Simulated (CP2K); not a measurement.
Two runs for the C K edge of ethynylketene. Run A: CP2K XAS_TDP, all-electron GAPW, PBEh(45%), aug-cc-pVDZ, TDA, no relativity. Run B differs in one setting.

First lines with a strength over 0.0015. A:

| atom | energy (eV) | states | strength, one atom |
| --- | --- | --- | --- |
| C1 (bonded to C and H) | 281.68 | 1 | 0.0471 |
|  | 282.15 | 1 | 0.0416 |
|  | 283.85 | 1 | 0.0031 |
|  | 284.39 | 1 | 0.0041 |
|  | 284.92 | 1 | 0.0067 |
| C2 (bonded to 2 C) | 282.30 | 1 | 0.0398 |
|  | 282.52 | 1 | 0.0439 |
|  | 283.33 | 1 | 0.0163 |
|  | 285.97 | 1 | 0.0122 |
|  | 286.49 | 1 | 0.0017 |
| C3 (bonded to 2 C and H) | 283.42 | 1 | 0.0263 |
|  | 284.96 | 1 | 0.0043 |
|  | 285.40 | 1 | 0.0064 |
|  | 286.33 | 1 | 0.0101 |
|  | 286.55 | 1 | 0.0040 |
| C4 (bonded to C and O) | 282.32 | 1 | 0.0764 |
|  | 284.91 | 1 | 0.0691 |
|  | 289.72 | 1 | 0.0020 |
|  | 289.83 | 1 | 0.0016 |
|  | 289.99 | 1 | 0.0024 |

B:

| atom | energy (eV) | states | strength, one atom |
| --- | --- | --- | --- |
| C1 (bonded to C and H) | 287.60 | 1 | 0.0462 |
|  | 288.07 | 1 | 0.0407 |
|  | 289.77 | 1 | 0.0030 |
|  | 290.31 | 1 | 0.0040 |
|  | 290.83 | 1 | 0.0066 |
| C2 (bonded to 2 C) | 288.14 | 1 | 0.0389 |
|  | 288.36 | 1 | 0.0431 |
|  | 289.17 | 1 | 0.0160 |
|  | 291.81 | 1 | 0.0120 |
|  | 292.33 | 1 | 0.0017 |
| C3 (bonded to 2 C and H) | 289.24 | 1 | 0.0258 |
|  | 290.77 | 1 | 0.0042 |
|  | 291.21 | 1 | 0.0063 |
|  | 292.14 | 1 | 0.0099 |
|  | 292.37 | 1 | 0.0039 |
| C4 (bonded to C and O) | 289.05 | 1 | 0.0746 |
|  | 291.64 | 1 | 0.0675 |
|  | 296.45 | 1 | 0.0020 |
|  | 296.56 | 1 | 0.0015 |
|  | 296.72 | 1 | 0.0024 |

Question: Which was it: GW2X switched on, scalar relativity switched on, the basis, the functional?

GW2X switched on. GW2X shifts an atom's lines together and keeps their spacings. Against PBEh(45%) in aug-cc-pVDZ, the leading lines move by +5.92 eV (C1, to 287.60), +5.84 eV (C2, to 288.14), +5.82 eV (C3, to 289.24) and +6.73 eV (C4, to 289.05).

[Hosts, paths, dates, database ids (printed as entryN), source tags and the programs' standing remarks are cut or masked in the printed files.]
